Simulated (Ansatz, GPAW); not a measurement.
# A 7-layer slab of Ir(111): work function by functional and basis

Wanted: work functions and dipole of a 7-layer slab of Ir(111), with the cost of each level.

Program: GPAW 26.7.0 and Ansatz 0.2.0. Level of theory: Ansatz plane waves; slab in vacuum with a dipole correction, relaxation, in the first sound run; inputs show where later runs differ. Results are calculated unless marked as measured.

**1. The structure**

The cell holds 7 atoms: 7 Ir. Cell: a = 2.715 Å, b = 2.715 Å, c = 31.302 Å, α = 90.0°, β = 90.0°, γ = 60.0°. Vacuum lies along c.

**2. Relaxation**

Forces are removed first; all later runs use this geometry. The lowest 3 atoms are held at bulk positions and keep their forces.

Input file input.yaml:

```yaml
crystal:
  lattice:
    - [2.7152900398, 0.0, 0.0]
    - [1.3576450199, 2.3515101531, 0.0]
    - [0.0, 0.0, 31.3021502021]
  atoms:
    - { symbol: Ir, position: [0.0, 0.0, 0.2875201845] }
    - { symbol: Ir, position: [0.3333333333, 0.3333333333, 0.3583467896] }
    - { symbol: Ir, position: [0.6666666667, 0.6666666667, 0.4291733948] }
    - { symbol: Ir, position: [0.0, 0.0, 0.5] }
    - { symbol: Ir, position: [0.3333333333, 0.3333333333, 0.5708266052] }
    - { symbol: Ir, position: [0.6666666667, 0.6666666667, 0.6416532104] }
    - { symbol: Ir, position: [0.0, 0.0, 0.7124798155] }
kpoints:
  mp_grid: { grid: [13, 13, 1] }
hamiltonian:
  xc: pbe
scf:
  occupations: { method: fermi_dirac, width: 0.1 }
efield:
  axis: 3
  dipole_correction: true
  ramp_width: 0.05
relax:
  f_tol: 0.02
  max_steps: 60
  constraints: [{ sites: [0, 1, 2] }]
output:
  write_potential: true
  write_density: true
  volumetric_format: npy
```

The run is started by

```
> ansatz run input.yaml --threads 4 --pin off --max-ram 8192MiB --backend cpu --events-out ev --progress --plain --runs-dir out
```

Numbers of over 12 decimals in the logs are rounded to 6 here.

The program printed:

```text
Engine: ansatz 0.2.0, x86_64-unknown-linux-gnu
Pseudopotentials: kind: paw
Pseudopotential: Ir, paw, valence charge 17, recommended cutoff 420 eV (normal), Ir.paw.azcp
Functional definition: PBE
  parameter kappa = 0.804
  parameter beta = 0.066725
  exchange = pbe_x(kappa = kappa, mu = beta*pi^2/3)
  correlation = pbe_c(beta = beta)
Crystal: 7 atoms, lattice volume = 199.865 Å³
Basis set: ecut = 420 eV, 3927 PW (Γ), exchange–correlation on 40×40×432 points (8 copies of the dense FFT grid, shifted against one another)
Bands: 72, of which v1, the nominal top of the filled ones, is band 60 counted from 1 (59 counted from 0)
Symmetry: 6 space group operations
k-points: 21 of 169 (time reversal used)
Non-local potential: Ir, projectors of the file, l = 0: 3, l = 1: 2, l = 2: 2, l = 3: 1
PAW form: soft (Blöchl's): semilocal exchange-correlation on the pseudo side does not see the compensation charge
PAW one-centre angular grid: Ir, 590 points (default); XC on 64 Gauss nodes
Initial density: superposition of atomic densities (neutral atoms: chi_scale 0, normalization atom), corrected by the library's trained network
Initial wavefunctions: pseudopotential atomic-orbital guess
Functional: x = pbe(κ = 0.804, μ = 0.219515), c = pbe(β = 0.066725)
SCF iter   1: F=—  HF=-83545.513760 eV  |F-HF|=—  |Δ(HF+E_count)|=         —  Δρ=1.33e-2  dr2=8.44e0  ethr=1.77e-3  p=0.000 e·Å  D=4.44e-13 V/Å  ΔV_dip=-0.00 eV  dr2_dipole=1.24e-6  V_vac-E_F(+/−)=5.11/5.11 eV  ⟨swp⟩=8.0  Hψ=6694  notcnv=0  defer=7
efield: sawtooth ramp at fractional position 0.9750 (placed from the atoms, in the widest stretch of the axis that holds none; the zero of the levels goes with the place), width 0.0500; the density the first Hamiltonian is built on has a dipole p = 0.000 e·Å; the dipole correction subtracts the counter field D = 4.44e-13 V/Å, which shifts the + side's vacuum level by -0.00 eV against the − side's; the planar-averaged density in the ramp window peaks in size at 1.0e-5 e/Å³
preconditioner: auto → LDOS  [metal: Δε(μ)=0.014 eV  Ē_g=6.691 eV  σ=0.100 eV  W_gap=0.04  n_scr=24 (ndim 8)  ℏωp=20.8 eV  f_vac=0.464  D(μ)=7.46/eV (n_scr^D=24)  β→1.0]
SCF iter   2: F=—  HF=-83545.440194 eV  |F-HF|=—  |Δ(HF+E_count)|=   7.36e-2  Δρ=4.66e-3  dr2=4.60e-1  ethr=1.77e-3  p=0.000 e·Å  D=2.51e-6 V/Å  ΔV_dip=-0.00 eV  dr2_dipole=6.44e-6  V_vac-E_F(+/−)=5.44/5.44 eV  ⟨swp⟩=1.8  Hψ=1773  notcnv=0  defer=16
SCF iter   3: F=—  HF=-83545.432086 eV  |F-HF|=—  |Δ(HF+E_count)|=   8.11e-3  Δρ=1.67e-3  dr2=2.25e-2  ethr=3.87e-4  p=0.000 e·Å  D=7.30e-6 V/Å  ΔV_dip=-0.00 eV  dr2_dipole=5.34e-8  V_vac-E_F(+/−)=5.50/5.50 eV  ⟨swp⟩=1.7  Hψ=1617  notcnv=0  defer=17
SCF iter   4: F=—  HF=-83545.429784 eV  |F-HF|=—  |Δ(HF+E_count)|=   2.30e-3  Δρ=3.39e-4  dr2=1.52e-3  ethr=1.89e-5  p=0.000 e·Å  D=5.95e-6 V/Å  ΔV_dip=-0.00 eV  dr2_dipole=4.80e-9  V_vac-E_F(+/−)=5.48/5.48 eV  ⟨swp⟩=2.0  Hψ=2169  notcnv=0  defer=17
SCF iter   5: F=—  HF=-83545.430188 eV  |F-HF|=—  |Δ(HF+E_count)|=   4.03e-4  Δρ=8.85e-5  dr2=4.78e-5  ethr=1.28e-6  p=0.000 e·Å  D=7.29e-7 V/Å  ΔV_dip=-0.00 eV  dr2_dipole=3.70e-10  V_vac-E_F(+/−)=5.50/5.50 eV  ⟨swp⟩=1.7  Hψ=1780  notcnv=0  defer=17
SCF iter   6: F=—  HF=-83545.430198 eV  |F-HF|=—  |Δ(HF+E_count)|=   1.04e-5  Δρ=4.23e-5  dr2=1.11e-5  ethr=8.40e-9  p=-0.000 e·Å  D=-1.93e-7 V/Å  ΔV_dip=0.00 eV  dr2_dipole=4.40e-11  V_vac-E_F(+/−)=5.50/5.50 eV  ⟨swp⟩=14.5  Hψ=16681  notcnv=0
SCF iter   7: F=-83545.430197 eV  HF=-83545.430197 eV  |F-HF|=3.59e-7  |Δ(HF+E_count)|=   8.01e-7  Δρ=1.23e-5  dr2=6.15e-7  ethr=8.40e-9  p=0.000 e·Å  D=5.81e-9 V/Å  ΔV_dip=-0.00 eV  dr2_dipole=8.42e-13  V_vac-E_F(+/−)=5.50/5.50 eV  ⟨swp⟩=13.2  Hψ=13700  notcnv=0
SCF 1 converged in 7 iterations: F = -83545.430197 eV  dr2 = 6.15e-7
  greatest PAW one-centre occupation: 1.000 electrons in one spin orbital (limit 2), on the Ir atom at site 2 (counted from 0), in its partial waves of l = 0
relax step   1: F+E_penalty+E_count = -83545.43019688 eV  Δ(F+E_penalty+E_count) = +0.000e0 eV  max|allowed force component| = 3.520e-1 eV/Å  Δτ_max = 0.0000 Å  (7 SCF iters, dr2 threshold 1.00e-5 eV, accepted)
Initial density: handed on by an earlier stage of this run
Initial wavefunctions: those handed on with the density
iter 1 solved again at ethr=4.08e-4 eV; its pass at ethr=3.10e-3 eV (dr2=4.86e-1 eV) is discarded
SCF iter   1: F=—  HF=-83545.432991 eV  |F-HF|=—  |Δ(HF+E_count)|=         —  Δρ=1.16e-2  dr2=4.61e-1  ethr=4.08e-4  p=-0.000 e·Å  D=-1.67e-7 V/Å  ΔV_dip=0.00 eV  dr2_dipole=2.17e-1  V_vac-E_F(+/−)=5.50/5.50 eV  ⟨swp⟩=1.6  Hψ=6057  notcnv=0  defer=21
efield: sawtooth ramp at fractional position 0.9750 (handed on by an earlier solve), width 0.0500; the density the first Hamiltonian is built on has a dipole p = -0.000 e·Å; the dipole correction subtracts the counter field D = -1.67e-7 V/Å, which shifts the + side's vacuum level by +0.00 eV against the − side's; the planar-averaged density in the ramp window peaks in size at 2.9e-6 e/Å³
preconditioner: auto → LDOS  [metal: Δε(μ)=0.006 eV  Ē_g=6.628 eV  σ=0.100 eV  W_gap=0.02  n_scr=24 (ndim 8)  ℏωp=20.8 eV  f_vac=0.460  D(μ)=7.80/eV (n_scr^D=26)  β→1.0]
SCF iter   2: F=—  HF=-83545.425368 eV  |F-HF|=—  |Δ(HF+E_count)|=   7.62e-3  Δρ=2.02e-3  dr2=1.89e-2  ethr=3.87e-4  p=-0.001 e·Å  D=-4.90e-4 V/Å  ΔV_dip=0.02 eV  dr2_dipole=2.80e-3  V_vac-E_F(+/−)=5.50/5.48 eV  ⟨swp⟩=1.8  Hψ=1754  notcnv=0  defer=21
SCF iter   3: F=—  HF=-83545.424689 eV  |F-HF|=—  |Δ(HF+E_count)|=   6.80e-4  Δρ=1.31e-3  dr2=1.45e-2  ethr=1.59e-5  p=0.000 e·Å  D=8.10e-7 V/Å  ΔV_dip=-0.00 eV  dr2_dipole=3.43e-3  V_vac-E_F(+/−)=5.49/5.49 eV  ⟨swp⟩=2.8  Hψ=2896  notcnv=0  defer=21
SCF iter   4: F=—  HF=-83545.422721 eV  |F-HF|=—  |Δ(HF+E_count)|=   1.97e-3  Δρ=4.25e-4  dr2=1.20e-3  ethr=1.22e-5  p=-0.000 e·Å  D=-9.29e-5 V/Å  ΔV_dip=0.00 eV  dr2_dipole=7.45e-8  V_vac-E_F(+/−)=5.49/5.49 eV  ⟨swp⟩=2.7  Hψ=2478  notcnv=0  defer=21
SCF iter   5: F=—  HF=-83545.422873 eV  |F-HF|=—  |Δ(HF+E_count)|=   1.52e-4  Δρ=1.27e-4  dr2=9.24e-5  ethr=1.01e-6  p=0.000 e·Å  D=9.75e-5 V/Å  ΔV_dip=-0.00 eV  dr2_dipole=6.36e-8  V_vac-E_F(+/−)=5.49/5.49 eV  ⟨swp⟩=2.6  Hψ=2541  notcnv=0  defer=21
SCF iter   6: F=—  HF=-83545.422879 eV  |F-HF|=—  |Δ(HF+E_count)|=   6.58e-6  Δρ=4.54e-5  dr2=1.29e-5  ethr=7.76e-8  p=0.000 e·Å  D=2.30e-4 V/Å  ΔV_dip=-0.01 eV  dr2_dipole=1.85e-6  V_vac-E_F(+/−)=5.48/5.49 eV  ⟨swp⟩=2.1  Hψ=2374  notcnv=0  defer=21
SCF iter   7: F=-83545.422878 eV  HF=-83545.422879 eV  |F-HF|=2.24e-7  |Δ(HF+E_count)|=   5.90e-7  Δρ=1.58e-5  dr2=5.42e-7  ethr=6.51e-9  p=0.000 e·Å  D=2.53e-4 V/Å  ΔV_dip=-0.01 eV  dr2_dipole=4.70e-8  V_vac-E_F(+/−)=5.48/5.49 eV  ⟨swp⟩=13.3  Hψ=13952  notcnv=0
SCF 2 converged in 7 iterations: F = -83545.422878 eV  dr2 = 5.42e-7
  greatest PAW one-centre occupation: 1.000 electrons in one spin orbital (limit 2), on the Ir atom at site 5 (counted from 0), in its partial waves of l = 0
relax step   2: F+E_penalty+E_count = -83545.42287838 eV  Δ(F+E_penalty+E_count) = +7.318e-3 eV  max|allowed force component| = 4.395e-1 eV/Å  Δτ_max = 0.1944 Å  (7 SCF iters, dr2 threshold 7.74e-6 eV, rejected (line search))
SCF iter   1: F=—  HF=-83545.453835 eV  |F-HF|=—  |Δ(HF+E_count)|=         —  Δρ=6.70e-3  dr2=2.03e-1  ethr=1.23e-3  p=0.000 e·Å  D=2.53e-4 V/Å  ΔV_dip=-0.01 eV  dr2_dipole=1.24e-1  V_vac-E_F(+/−)=5.47/5.48 eV  ⟨swp⟩=5.3  Hψ=3864  notcnv=0  defer=16
efield: sawtooth ramp at fractional position 0.9750 (handed on by an earlier solve), width 0.0500; the density the first Hamiltonian is built on has a dipole p = 0.000 e·Å; the dipole correction subtracts the counter field D = 2.53e-4 V/Å, which shifts the + side's vacuum level by -0.01 eV against the − side's; the planar-averaged density in the ramp window peaks in size at 9.5e-7 e/Å³
preconditioner: auto → LDOS  [metal: Δε(μ)=0.035 eV  Ē_g=6.669 eV  σ=0.100 eV  W_gap=0.09  n_scr=24 (ndim 8)  ℏωp=20.8 eV  f_vac=0.462  D(μ)=7.93/eV (n_scr^D=32)  β→1.0]
SCF iter   2: F=—  HF=-83545.449567 eV  |F-HF|=—  |Δ(HF+E_count)|=   4.27e-3  Δρ=1.32e-3  dr2=1.49e-2  ethr=1.70e-4  p=0.000 e·Å  D=1.34e-4 V/Å  ΔV_dip=-0.00 eV  dr2_dipole=5.88e-3  V_vac-E_F(+/−)=5.50/5.50 eV  ⟨swp⟩=2.0  Hψ=2302  notcnv=0  defer=17
SCF iter   3: F=—  HF=-83545.449370 eV  |F-HF|=—  |Δ(HF+E_count)|=   1.97e-4  Δρ=1.13e-3  dr2=7.81e-3  ethr=1.25e-5  p=0.001 e·Å  D=5.04e-4 V/Å  ΔV_dip=-0.02 eV  dr2_dipole=1.16e-3  V_vac-E_F(+/−)=5.48/5.49 eV  ⟨swp⟩=2.8  Hψ=2892  notcnv=0  defer=17
SCF iter   4: F=—  HF=-83545.447801 eV  |F-HF|=—  |Δ(HF+E_count)|=   1.57e-3  Δρ=2.28e-4  dr2=3.49e-4  ethr=6.56e-6  p=0.000 e·Å  D=3.37e-4 V/Å  ΔV_dip=-0.01 eV  dr2_dipole=1.80e-7  V_vac-E_F(+/−)=5.48/5.49 eV  ⟨swp⟩=2.6  Hψ=2527  notcnv=0  defer=17
SCF iter   5: F=—  HF=-83545.447747 eV  |F-HF|=—  |Δ(HF+E_count)|=   5.43e-5  Δρ=7.27e-5  dr2=2.40e-5  ethr=2.93e-7  p=0.000 e·Å  D=2.28e-4 V/Å  ΔV_dip=-0.01 eV  dr2_dipole=5.80e-11  V_vac-E_F(+/−)=5.49/5.50 eV  ⟨swp⟩=2.4  Hψ=2567  notcnv=0  defer=17
SCF iter   6: F=—  HF=-83545.448123 eV  |F-HF|=—  |Δ(HF+E_count)|=   3.77e-4  Δρ=2.47e-5  dr2=3.53e-6  ethr=2.02e-8  p=0.000 e·Å  D=1.66e-4 V/Å  ΔV_dip=-0.01 eV  dr2_dipole=6.85e-8  V_vac-E_F(+/−)=5.49/5.49 eV  ⟨swp⟩=2.1  Hψ=2158  notcnv=0  defer=17
SCF iter   7: F=—  HF=-83545.448124 eV  |F-HF|=—  |Δ(HF+E_count)|=   7.74e-7  Δρ=7.31e-6  dr2=1.41e-7  ethr=2.96e-9  p=0.000 e·Å  D=1.39e-4 V/Å  ΔV_dip=-0.00 eV  dr2_dipole=4.72e-11  V_vac-E_F(+/−)=5.49/5.49 eV  ⟨swp⟩=2.3  Hψ=2229  notcnv=0  defer=16
SCF iter   8: F=-83545.448124 eV  HF=-83545.448124 eV  |F-HF|=3.92e-8  |Δ(HF+E_count)|=   4.72e-8  Δρ=3.02e-6  dr2=1.76e-8  ethr=8.40e-11  p=0.000 e·Å  D=1.27e-4 V/Å  ΔV_dip=-0.00 eV  dr2_dipole=4.53e-9  V_vac-E_F(+/−)=5.49/5.49 eV  ⟨swp⟩=11.7  Hψ=12295  notcnv=0
SCF 3 converged in 8 iterations: F = -83545.448124 eV  dr2 = 1.76e-8
relax step   3: F+E_penalty+E_count = -83545.44812420 eV  Δ(F+E_penalty+E_count) = -1.793e-2 eV  max|allowed force component| = 1.328e-2 eV/Å  Δτ_max = 0.0847 Å  (8 SCF iters, accepted)
NSCF: frozen V_eff on 21 k-points
the band table was solved once a step of the walk had ended and its energy, with any forces and stress, was formed, with the checks that follow a solve (7967 applications of the Hamiltonian). They found nothing against the state; the energy, forces and stress were not computed again (output.eigenvalues in the input reference)
WARN: The output density's exchange-correlation potential varies sharply where the density is thin. Do not read a vacuum level from v_tot or v_xc, or from such a field of the output density. On a cell that repeats whose density bears no net charge and no dipole along the vacuum's axis use v_es (v_loc + v_h of the components); under efield.dipole_correction with no amplitude use v_es + v_field, which holds any externa [...]
SCF converged after 8 iterations
Free energy (F): -83545.448124 eV
Harris-Foulkes:  -83545.448124 eV  (|F-HF|=3.92e-8)
Internal energy: -83545.189127 eV  (E = F + TS)
E sigma→0 (E₀):  -83545.318626 eV
Entropy (-TS):   -0.258997 eV (-37.000 meV/atom)
Fermi energy:    9.999566 eV
Dipole field:    D = 0.000037 V/Å  (p = 0.000041 e·Å, saw-weighted, corrected)
Work function:   Φ+ = 5.4919 eV   Φ− = 5.4930 eV
Levels:          The Fermi level and band energies are counted from a zero that moves with the ramp; work functions are not
--- Per-component energies (eV) ---
  E_band       = -2433.000013
  E_kinetic    = 4355.486275
  E_local      = -273512.304199  (includes V_loc(G=0)·N_el)
  E_nonlocal   = 509.445247
  E_hartree    = 134966.968651
  E_xc         = -1872.748092
  E_vxc        = -2096.490063  (∫ρ·V_xc dr)
  E_paw        = -64563.772646  (= ΣΔE_a)
  E_vpaw       = -1623.068007  (= ΣTr[D̂ρ^β])
  E_aug_tail   = 0.000383  (compensation charges beyond the density's cutoff)
  E_efield     = 0.000000  (sawtooth field / dipole correction)
  E_vefield    = -0.000161  (∫n·V_field dr)
  E_ewald      = 116571.735254
  E_smearing   = -0.258997  (= −TS)
  E_closure    = 0.000000  (closes the sum)
  Σ components = -83545.448124   (vs F -83545.448124, Δ=0.00e0)
--- Forces (eV/Å), atoms counted from 1 ---
  atom   1  Ir     0.00000000    -0.00000000     0.17413097
  atom   2  Ir    -0.00000000    -0.00000000    -0.29077819
  atom   3  Ir     0.00000000     0.00000000     0.10258415
  atom   4  Ir     0.00000000    -0.00000000     0.00388031
  atom   5  Ir    -0.00000000    -0.00000000    -0.00226628
  atom   6  Ir     0.00000000     0.00000000     0.01327909
  atom   7  Ir     0.00000000     0.00000000    -0.00087412
  max |Σ_I F_I| component: 4.41e-5 eV/Å
--- Band table (eV; the first three rows and the last of 21) ---
  k-point 0: bands = [... 56 lower, 8.7682, 8.7917, 8.7917, 8.9636, 8.9636, 9.3884, 9.3884, 9.7097, ... 8 higher]
  k-point 1: bands = [... 56 lower, 8.4575, 8.7035, 8.7782, 8.9184, 9.0507, 9.0911, 9.2014, 9.4180, ... 8 higher]
  k-point 2: bands = [... 56 lower, 8.1237, 8.2352, 8.3737, 8.6720, 8.7786, 9.0935, 9.4558, 9.4669, ... 8 higher]
  k-point 20: bands = [... 56 lower, 9.7159, 10.0167, 10.2387, 10.4829, 10.5258, 10.5329, 10.7866, 14.5881, ... 8 higher]
--- Relaxed structure (3 steps of the walk, 2 accepted, 0 SCFs on fresh bases) ---
  F+E_penalty+E_count = -83545.44812420 eV   max|allowed force component| = 1.328e-2 eV/Å
  atoms:
    - { symbol: Ir, position: [0.0, 0.0, 0.2875201845] }
    - { symbol: Ir, position: [0.333333, 0.333333, 0.3583467896] }
    - { symbol: Ir, position: [0.666667, 0.666667, 0.429173] }
    - { symbol: Ir, position: [2.2008314448084745e-18, 0, 0.501156] }
    - { symbol: Ir, position: [0.333333, 0.333333, 0.573081] }
    - { symbol: Ir, position: [0.666667, 0.666667, 0.644358] }
    - { symbol: Ir, position: [3.9811607060961354e-18, 0, 0.714570] }
```

Run time: 32 s. Hardware: 4 threads of Intel Xeon Platinum 8259CL at 2.50GHz (Skylake/Cascade Lake), shared host; peak memory 0.78 GiB.

The steps of the relaxation:

```csv
step,energy less that of the first step (eV),largest force component (eV/Å)
1,0.0000,0.3520
2,0.0073,0.4395
3,-0.0179,0.0133
```

Relaxation step 2 was tried and not accepted.

Forces are held to the 6 operations that the run works with; a distortion that breaks them can't arise in this run.

The atoms that moved most (Å):

```csv
atom,dx,dy,dz,length
Ir6,0.000,0.000,0.085,0.085
Ir5,0.000,0.000,0.071,0.071
Ir7,0.000,0.000,0.065,0.065
Ir4,0.000,0.000,0.036,0.036
```

The relaxed structure:

```
Ir
1.0
     2.71529    0.00000    0.00000
     1.35765    2.35151    0.00000
     0.00000    0.00000   31.30215
Ir
7
Direct
  0.00000 0.00000 0.28752
  0.33333 0.33333 0.35835
  0.66667 0.66667 0.42917
  0.00000 0.00000 0.50116
  0.33333 0.33333 0.57308
  0.66667 0.66667 0.64436
  0.00000 0.00000 0.71457
```

This step gave:

| Item | Value |
| --- | --- |
| free energy | -83545.4481 eV |
| smearing term TS | 0.2590 eV |
| symmetry operations | 6 |
| upper work function | 5.492 eV |
| lower work function | 5.493 eV |
| dipole along the normal | 4.07e-5 e·Å |
| dipole field | 3.69e-5 V/Å |
| vacuum level above | 15.49 eV |
| vacuum level below | 15.49 eV |

The electrostatic potential energy of an electron (with the applied field's), less the Fermi level, planar mean oscillates, so the rows of the table below give means over windows of 2.17 Å about each position, cut where the curve ends. Its maxima inside the range that stand out by 2 % of the span (Å: eV): 10.1: -1.84, 12.3: -2.04, 14.5: -1.83, 16.8: -1.66, 19.0: -2.07, 21.3: -2.02. Its minima: 9.0: -24.4, 11.2: -24.8, 13.5: -24.8, 15.7: -24.8, 18.0: -24.9, 20.1: -24.9, 22.3: -24.3.

Electrostatic potential energy of an electron (with the applied field's), less the Fermi level, planar mean against z; means over each step:

```csv
z (Å),"electrostatic potential energy of an electron (with the applied field's), less the Fermi level, planar mean (eV)"
1.08,5.49
3.25,5.49
5.42,5.48
7.59,-0.125
9.77,-13.1
11.93,-13.5
14.11,-13.1
16.27,-13.2
18.45,-13.5
20.62,-13.7
22.79,-11.5
24.95,5.25
27.12,5.49
29.30,5.49
```

The valence density, planar mean oscillates, so the rows of the table below give means over windows of 2.17 Å about each position, cut where the curve ends. Its maxima inside the range that stand out by 2 % of the span (Å: e/Å³): 9.0: 2.21, 11.2: 2.21, 13.5: 2.21, 15.7: 2.21, 18.0: 2.21, 20.1: 2.22, 22.3: 2.20. Its minima: 10.1: 0.383, 12.3: 0.381, 14.5: 0.367, 16.8: 0.362, 19.0: 0.380, 21.3: 0.396.

Valence density, planar mean against z; means over each step:

```csv
z (Å),"valence density, planar mean (e/Å³)"
3.25,0
5.42,6.4e-4
7.59,0.312
9.77,1.19
11.93,1.19
14.11,1.17
16.27,1.18
18.45,1.20
20.62,1.22
22.79,1.11
24.95,0.00986
27.12,2.6e-5
```

The relaxation lowered the energy of the cell by 0.0179 eV.

(Continued in part 2 of 3.)

[Logs are printed without paths, hosts, clocks, repeated set-up lines and the standing remarks that a program may print on its own settings, such as how far it seeks lower states.]

[Hosts, paths, dates, database ids (printed as entryN), source tags and the programs' standing remarks are cut or masked in the printed files.]
